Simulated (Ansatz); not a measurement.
# K2MoO4 (C2/m): the host for defect calculations

Aim: the runs on the perfect crystal K2MoO4 (C2/m) that a defect calculation needs first.

Program: Ansatz 0.2.0. Level of theory: plane-wave PAW DFT, PBEsol; relaxation of the host's cell and atoms, in the first sound run; inputs show where later runs differ. Results are calculated unless marked as measured.

## Step 1: Set-up

It takes space group C2/m (No. 12, monoclinic). Conventional cell: a = 12.339 Å, b = 6.038 Å, c = 7.507 Å, α = 90.00°, β = 115.59°, γ = 90.00°. K has 8 O at 2.69 to 3.19 Å nearest. Nearest to K lie 8 O at 2.66 to 3.20 Å. Nearest to Mo lie 4 O at 1.77 Å. Nearest to O lie 1 Mo at 1.77 Å and 4 K at 2.76 to 2.91 Å. Nearest to O lie 1 Mo at 1.77 Å and 4 K at 2.66 to 3.19 Å. O has 1 Mo at 1.77 Å and 4 K at 2.69 to 3.20 Å nearest. Farther neighbours and most contacts between anions are not listed.

## Step 2: Host cell relaxation

Cell and atoms are relaxed together, until forces and stress fall under their thresholds.

Input file cell/input.yaml:

```yaml
crystal:
  lattice:
    - [6.1692698, -3.0191839, 0.0]
    - [6.1692698, 3.0191839, 0.0]
    - [-3.2429558, 0.0, 6.7702858]
  atoms:
    - { symbol: K, position: [0.49067061, 0.49067061, 0.76537788] }
    - { symbol: K, position: [0.50932939, 0.50932939, 0.23462212] }
    - { symbol: K, position: [0.84479512, 0.84479512, 0.25107818] }
    - { symbol: K, position: [0.15520488, 0.15520488, 0.74892182] }
    - { symbol: Mo, position: [0.82429602, 0.82429602, 0.77403426] }
    - { symbol: Mo, position: [0.17570398, 0.17570398, 0.22596574] }
    - { symbol: O, position: [0.09630325, 0.61883502, 0.92456619] }
    - { symbol: O, position: [0.38116498, 0.90369675, 0.07543381] }
    - { symbol: O, position: [0.90369675, 0.38116498, 0.07543381] }
    - { symbol: O, position: [0.61883502, 0.09630325, 0.92456619] }
    - { symbol: O, position: [0.08794494, 0.08794494, 0.36048132] }
    - { symbol: O, position: [0.91205506, 0.91205506, 0.63951868] }
    - { symbol: O, position: [0.66786836, 0.66786836, 0.6178855] }
    - { symbol: O, position: [0.33213164, 0.33213164, 0.3821145] }
basis:
  ecutwfc: 420
  xc_grid: 2
hamiltonian:
  xc: pbesol
kpoints:
  mp_grid: { grid: [5, 5, 4] }
scf:
  occupations: { method: fixed }
  max_iter: 100
relax:
  f_tol: 0.005
  max_steps: 60
  cell: {}
output:
  forces: true
  stress: true
checkpoint:
  write: "../cell.run"
  compress: false
  write_wavefunctions: false
  write_every: 100000
```

Started as:

```
$ ansatz run input.yaml --threads 4 --pin off --max-ram 14131MiB --backend cpu --events-out ev --progress --plain --runs-dir out
```

Numbers of over 12 decimals in the logs are rounded to 6 here.

Output:

```text
[... repeated set-up lines and file paths are left out, and long positions are rounded to six places ...]
Engine: ansatz 0.2.0, aarch64-unknown-linux-gnu
Pseudopotentials: kind: paw
Pseudopotential: K, paw, valence charge 9, recommended cutoff 420 eV (normal), K.paw.azcp
Pseudopotential: Mo, paw, valence charge 14, recommended cutoff 420 eV (normal), Mo.paw.azcp
Pseudopotential: O, paw, valence charge 6, recommended cutoff 420 eV (normal), O.paw.azcp
Functional definition: PBEsol
  exchange = pbesol_x
  correlation = pbesol_c
Crystal: 14 atoms, lattice volume = 252.209 Å³
Basis set: ecut = 420 eV, 4937 PW (Γ), exchange–correlation on 96×96×108 points (8 copies of the dense FFT grid, shifted against one another)
Bands: 70, of which v1, the nominal top of the filled ones, is band 56 counted from 1 (55 counted from 0)
Symmetry: 4 space group operations
Space group: C2/m (ITA 12), of the structure as read, at distance tolerance 6.3e-5 Å
k-points: 33 of 100
Non-local potential: K, projectors of the file, l = 0: 3, l = 1: 2, l = 2: 2
Non-local potential: Mo, projectors of the file, l = 0: 3, l = 1: 2, l = 2: 2, l = 3: 1
Non-local potential: O, projectors of the file, l = 0: 2, l = 1: 2, l = 2: 1
PAW form: soft (Blöchl's): semilocal exchange-correlation on the pseudo side does not see the compensation charge
PAW frozen core: K, regenerated for the run's functional, and the local potential with it (the file was generated under x = pbe(κ = 0.804, μ = 0.219515), c = pbe(β = 0.066725))
PAW frozen core: Mo, regenerated for the run's functional, and the local potential with it (the file was generated under x = pbe(κ = 0.804, μ = 0.219515), c = pbe(β = 0.066725))
PAW frozen core: O, regenerated for the run's functional, and the local potential with it (the file was generated under x = pbe(κ = 0.804, μ = 0.219515), c = pbe(β = 0.066725))
PAW one-centre angular grid: K, 110 points (default); XC on 64 Gauss nodes
PAW one-centre angular grid: Mo, 590 points (default); XC on 64 Gauss nodes
PAW one-centre angular grid: O, 110 points (default); XC on 64 Gauss nodes
Initial density: superposition of atomic densities (neutral atoms: chi_scale 0, normalization atom), corrected by the library's trained network
Initial wavefunctions: pseudopotential atomic-orbital guess
Functional: x = pbesol(κ = 0.804, μ = 0.123457), c = pbesol(β = 0.046)
SCF iter   1: F=—  HF=-20355.361717 eV  |F-HF|=—  |Δ(HF+E_count)|=         —  Δρ=1.13e-2  dr2=2.85e-1  ethr=1.77e-3  ⟨swp⟩=4.8  Hψ=7645  notcnv=0  defer=362
preconditioner: auto → Resta (q_TF=auto, 2.383 Å⁻¹)  ε∞=3.9  [insulator: Δε(μ)=4.249 eV  Ē_g=12.835 eV  n_scr=60 (ndim 8)  ℏωp=21.9 eV  f_vac=0.110  ε∞_Penn≈3.9]
SCF iter   2: F=—  HF=-20355.316822 eV  |F-HF|=—  |Δ(HF+E_count)|=   4.49e-2  Δρ=5.42e-3  dr2=9.17e-2  ethr=2.55e-4  ⟨swp⟩=2.0  Hψ=4108  notcnv=0  defer=349
SCF iter   3: F=—  HF=-20355.300911 eV  |F-HF|=—  |Δ(HF+E_count)|=   1.59e-2  Δρ=1.24e-3  dr2=3.72e-3  ethr=8.19e-5  ⟨swp⟩=2.0  Hψ=2853  notcnv=0  defer=288
automatic band count: iteration 3 solves 67 bands in place of 70: the levels show a gap, and the empty bands left out lie too high to hold charge; the band table lists the bands solved (type scf.n_extra_bands for more)
SCF iter   4: F=—  HF=-20355.300574 eV  |F-HF|=—  |Δ(HF+E_count)|=   3.38e-4  Δρ=3.64e-4  dr2=2.70e-4  ethr=3.32e-6  ⟨swp⟩=3.0  Hψ=3897  notcnv=0  defer=297
SCF iter   5: F=—  HF=-20355.300717 eV  |F-HF|=—  |Δ(HF+E_count)|=   1.44e-4  Δρ=1.06e-4  dr2=3.19e-5  ethr=2.41e-7  ⟨swp⟩=2.1  Hψ=2935  notcnv=0  defer=231
SCF iter   6: F=—  HF=-20355.300855 eV  |F-HF|=—  |Δ(HF+E_count)|=   1.37e-4  Δρ=9.69e-5  dr2=2.40e-5  ethr=2.84e-8  ⟨swp⟩=2.0  Hψ=3462  notcnv=0  defer=225
SCF iter   7: F=—  HF=-20355.300855 eV  |F-HF|=—  |Δ(HF+E_count)|=   1.25e-7  Δρ=2.99e-5  dr2=2.36e-6  ethr=2.15e-8  ⟨swp⟩=2.0  Hψ=2480  notcnv=0  defer=225
SCF iter   8: F=—  HF=-20355.300856 eV  |F-HF|=—  |Δ(HF+E_count)|=   1.44e-6  Δρ=8.04e-6  dr2=1.85e-7  ethr=2.11e-9  ⟨swp⟩=2.0  Hψ=2784  notcnv=0  defer=225
SCF iter   9: F=-20355.300857 eV  HF=-20355.300857 eV  |F-HF|=7.37e-8  |Δ(HF+E_count)|=   1.55e-7  Δρ=6.07e-6  dr2=9.28e-8  ethr=8.93e-11  ⟨swp⟩=4.0  Hψ=7289  notcnv=0
SCF 1 converged in 9 iterations: F = -20355.300857 eV  dr2 = 9.28e-8
  greatest PAW one-centre occupation: 0.999 electrons in one spin orbital (limit 2), on the Mo atom at site 5 (counted from 0), in its partial waves of l = 0
relax step   1: F+E_penalty+E_count = -20355.30085652 eV  Δ(F+E_penalty+E_count) = +0.000e0 eV  max|allowed force component| = 1.126e-1 eV/Å  Δτ_max = 0.0000 Å  P = +0.161 GPa  Ω = 252.209 Å³  (9 SCF iters, dr2 threshold 1.00e-7 eV, accepted)
[... the SCF cycles and remarks between the steps are left out from here to the last step ...]
relax step   2: F+E_penalty+E_count = -20355.30336673 eV  Δ(F+E_penalty+E_count) = -2.510e-3 eV  max|allowed force component| = 5.895e-2 eV/Å  Δτ_max = 0.0463 Å  P = +0.174 GPa  Ω = 250.022 Å³  energy of the carried Pulay correction = +5.458e-3 eV  (7 SCF iters, dr2 threshold 7.92e-7 eV, rejected (line search))
relax step   3: F+E_penalty+E_count = -20355.30658516 eV  Δ(F+E_penalty+E_count) = -5.729e-3 eV  max|allowed force component| = 2.806e-2 eV/Å  Δτ_max = 0.0173 Å  P = +0.038 GPa  Ω = 251.276 Å³  energy of the carried Pulay correction = +2.322e-3 eV  (12 SCF iters, accepted)
relax step   4: F+E_penalty+E_count = -20355.30653801 eV  Δ(F+E_penalty+E_count) = +4.715e-5 eV  max|allowed force component| = 1.038e-2 eV/Å  Δτ_max = 0.0022 Å  P = -0.002 GPa  Ω = 251.347 Å³  energy of the carried Pulay correction = +2.144e-3 eV  (5 SCF iters, dr2 threshold 4.92e-8 eV, accepted)
relax step   5: F+E_penalty+E_count = -20355.30647301 eV  Δ(F+E_penalty+E_count) = +6.499e-5 eV  max|allowed force component| = 9.095e-3 eV/Å  Δτ_max = 0.0027 Å  P = +0.005 GPa  Ω = 251.388 Å³  energy of the carried Pulay correction = +2.043e-3 eV  (7 SCF iters, dr2 threshold 6.74e-9 eV, accepted)
relax step   6: F+E_penalty+E_count = -20355.30646363 eV  Δ(F+E_penalty+E_count) = +9.384e-6 eV  max|allowed force component| = 3.256e-3 eV/Å  Δτ_max = 0.0017 Å  P = -0.000 GPa  Ω = 251.395 Å³  energy of the carried Pulay correction = +2.026e-3 eV  (7 SCF iters, dr2 threshold 5.17e-9 eV, accepted)
Initial wavefunctions: pseudopotential atomic-orbital guess (no wavefunctions were taken with the density)
iter 1 solved again at ethr=1.61e-7 eV; its pass at ethr=3.10e-3 eV (dr2=1.80e-4 eV) is discarded
SCF iter   1: F=—  HF=-20355.304426 eV  |F-HF|=—  |Δ(HF+E_count)|=         —  Δρ=4.11e-5  dr2=4.79e-7  ethr=1.61e-7  ⟨swp⟩=3.0  Hψ=12872  notcnv=0  defer=396
SCF iter   2: F=—  HF=-20355.304573 eV  |F-HF|=—  |Δ(HF+E_count)|=   1.47e-4  Δρ=2.10e-5  dr2=2.36e-7  ethr=4.28e-10  ⟨swp⟩=2.0  Hψ=3768  notcnv=0  defer=333
SCF iter   3: F=—  HF=-20355.304578 eV  |F-HF|=—  |Δ(HF+E_count)|=   4.29e-6  Δρ=1.02e-5  dr2=9.21e-8  ethr=2.11e-10  ⟨swp⟩=2.0  Hψ=3225  notcnv=0  defer=333
SCF iter   4: F=—  HF=-20355.304579 eV  |F-HF|=—  |Δ(HF+E_count)|=   9.37e-7  Δρ=1.07e-6  dr2=2.18e-9  ethr=8.22e-11  ⟨swp⟩=2.0  Hψ=2656  notcnv=0  defer=333
SCF iter   5: F=—  HF=-20355.304579 eV  |F-HF|=—  |Δ(HF+E_count)|=   3.87e-9  Δρ=2.74e-7  dr2=1.67e-10  ethr=1.94e-12  ⟨swp⟩=2.0  Hψ=3312  notcnv=0  defer=333
SCF iter   6: F=-20355.304579 eV  HF=-20355.304579 eV  |F-HF|=6.18e-11  |Δ(HF+E_count)|=  5.46e-11  Δρ=1.64e-7  dr2=7.50e-11  ethr=1.00e-12  ⟨swp⟩=4.0  Hψ=6778  notcnv=0
SCF 7 converged in 6 iterations: F = -20355.304579 eV  dr2 = 7.50e-11
relax step   7: F+E_penalty+E_count = -20355.30457866 eV  Δ(F+E_penalty+E_count) = +1.885e-3 eV  max|allowed force component| = 3.259e-3 eV/Å  Δτ_max = 0.0000 Å  P = -0.013 GPa  Ω = 251.395 Å³  stress off target by 3.16e-2 GPa  SCF on the basis re-selected at this cell (its energy is not comparable with the rows above)  (6 SCF iters)
basis re-selected at this cell: Δ(F+E_penalty+E_count) = +1.885e-3 eV, ΔP = -0.013 GPa vs the last step (what re-selecting the basis moved, of the pressure what is left beyond the Pulay correction that the steps carried, after the strain that the cell walked [...]
SCF converged after 6 iterations
Free energy (F): -20355.304579 eV
Harris-Foulkes:  -20355.304579 eV  (|F-HF|=6.18e-11)
Internal energy: -20355.304579 eV  (E = F + TS)
E sigma→0 (E₀):  -20355.304579 eV
Fermi energy:    3.535569 eV
--- Per-component energies (eV) ---
  E_band       = -1061.107939
  E_kinetic    = 3286.036128
  E_local      = -9085.389528  (includes V_loc(G=0)·N_el)
  E_nonlocal   = 725.912487
  E_hartree    = 3277.763539
  E_xc         = -1478.041122
  E_vxc        = -1854.255681  (∫ρ·V_xc dr)
  E_paw        = -10549.795357  (= ΣΔE_a)
  E_vpaw       = -688.958055  (= ΣTr[D̂ρ^β])
  E_aug_tail   = 0.019659  (compensation charges beyond the density's cutoff)
  E_ewald      = -6532.942827
  E_core_change = 1.132443  (= ΣΔE_core)
  E_smearing   = -0.000000  (= −TS)
  E_closure    = -0.000000  (closes the sum)
  Σ components = -20355.304579   (vs F -20355.304579, Δ=0.00e0)
--- Forces (eV/Å), atoms counted from 1 ---
  atom   1  K     -0.00030879    -0.00000000     0.00034884
  atom   2  K      0.00030879     0.00000000    -0.00034884
  atom   3  K      0.00024907    -0.00000000    -0.00066376
  atom   4  K     -0.00024907     0.00000000     0.00066376
  atom   5  Mo     0.00039359    -0.00000000     0.00325856
  atom   6  Mo    -0.00039359     0.00000000    -0.00325856
  atom   7  O      0.00003893     0.00037117    -0.00069742
  atom   8  O     -0.00003893     0.00037117     0.00069742
  atom   9  O     -0.00003893    -0.00037117     0.00069742
  atom  10  O      0.00003893    -0.00037117    -0.00069742
  atom  11  O     -0.00001337     0.00000000     0.00034361
  atom  12  O      0.00001337    -0.00000000    -0.00034361
  atom  13  O     -0.00064567     0.00000000    -0.00091636
  atom  14  O      0.00064567    -0.00000000     0.00091636
  max |Σ_I F_I| component: 1.08e-19 eV/Å
--- Stress (GPa, compression-positive) ---
       -0.023995       0.000000      -0.009566
        0.000000       0.003869      -0.000000
       -0.009566      -0.000000      -0.019528
  P = ⅓ Tr σ = -0.0132 GPa (-0.132 kbar)
--- Relaxed structure (6 steps of the walk, 5 accepted, 1 SCFs on fresh bases) ---
  F+E_penalty+E_count = -20355.30457866 eV   max|allowed force component| = 3.259e-3 eV/Å   (the final SCF, on the basis selected at the relaxed cell)
  cell:  # Å, volume = 251.3946 Å³
    - [6.145814, -3.027952, -0.011057]
    - [6.145814, 3.027952, -0.011057]
    - [-3.242760, 0.0, 6.760402]
  atoms:
    - { symbol: K, position: [0.489615, 0.489615, 0.764847] }
    - { symbol: K, position: [0.510385, 0.510385, 0.235153] }
    - { symbol: K, position: [0.843594, 0.843594, 0.251038] }
    - { symbol: K, position: [0.156406, 0.156406, 0.748962] }
    - { symbol: Mo, position: [0.824371, 0.824371, 0.774465] }
    - { symbol: Mo, position: [0.175629, 0.175629, 0.225535] }
    - { symbol: O, position: [0.096607, 0.619223, 0.925331] }
    - { symbol: O, position: [0.380777, 0.903393, 0.074669] }
    - { symbol: O, position: [0.903393, 0.380777, 0.074669] }
    - { symbol: O, position: [0.619223, 0.096607, 0.925331] }
    - { symbol: O, position: [0.088107, 0.088107, 0.361238] }
    - { symbol: O, position: [0.911893, 0.911893, 0.638762] }
    - { symbol: O, position: [0.667051, 0.667051, 0.617747] }
    - { symbol: O, position: [0.332949, 0.332949, 0.382253] }
```

Run time: 40 s. Hardware: 4 threads of Arm Neoverse V2, shared host; peak memory 0.96 GiB; 2.6 min of CPU time.

The steps of the relaxation:

| step | energy less that of the first step (eV) | largest force component (eV/Å) | pressure (GPa) | volume (Å³) |
| --- | --- | --- | --- | --- |
| 1 | 0.0000 | 0.1126 | 0.16 | 252.21 |
| 2 | -0.0025 | 0.0589 | 0.17 | 250.02 |
| 3 | -0.0057 | 0.0281 | 0.04 | 251.28 |
| 4 | -0.0057 | 0.0104 | 0.00 | 251.35 |
| 5 | -0.0056 | 0.0091 | 0.01 | 251.39 |
| 6 | -0.0056 | 0.0033 | 0.00 | 251.39 |
| 7* | -0.0037 | 0.0033 | -0.01 | 251.39 |

Relaxation steps marked * repeat the geometry before them on a plane-wave basis chosen anew for their cell, so energy and pressure can jump there. Relaxation step 2 was tried and not accepted.

The run keeps the 4 symmetry operations that it works with, so distortions that break them were not tested.

| cell as run | before | after | change |
| --- | --- | --- | --- |
| a (Å) | 6.868 | 6.851 | -0.3 % |
| b (Å) | 6.868 | 6.851 | -0.3 % |
| c (Å) | 7.507 | 7.498 | -0.1 % |
| α (°) | 112.83 | 112.92 | +0.1 % |
| β (°) | 112.83 | 112.92 | +0.1 % |
| γ (°) | 52.15 | 52.46 | +0.6 % |
| volume (Å³/atom) | 18.01 | 17.96 | -0.3 % |

The atoms that moved most (Å, as changes of fractional coordinates times the final cell):

| atom | dx | dy | dz | length |
| --- | --- | --- | --- | --- |
| K4 | 0.015 | 0.000 | 0.000 | 0.015 |
| K3 | -0.015 | 0.000 | 0.000 | 0.015 |
| K2 | 0.011 | 0.000 | 0.004 | 0.012 |
| K1 | -0.011 | 0.000 | -0.004 | 0.012 |
| O14 | 0.010 | 0.000 | 0.001 | 0.010 |
| O13 | -0.010 | 0.000 | -0.001 | 0.010 |
| O8 | -0.002 | 0.000 | -0.005 | 0.005 |
| O9 | -0.002 | 0.000 | -0.005 | 0.005 |

This step gave:

* pressure: -0.01322 GPa

The relaxation ends with a largest force component of 0.0033 eV/Å and a pressure of -0.01 GPa.

(Continued in part 2 of 4.)

[Logs are printed without paths, hosts, clocks, repeated set-up lines and the standing remarks that a program may print on its own settings, such as how far it seeks lower states.]

[Hosts, paths, dates, database ids (printed as entryN), source tags and the programs' standing remarks are cut or masked in the printed files.]

[Runs of the host that timed out are not shown.]

[For some hosts the program warned that the k-mesh of the response run may be too coarse for force constants and the static dielectric constant; such warnings are not always shown.]
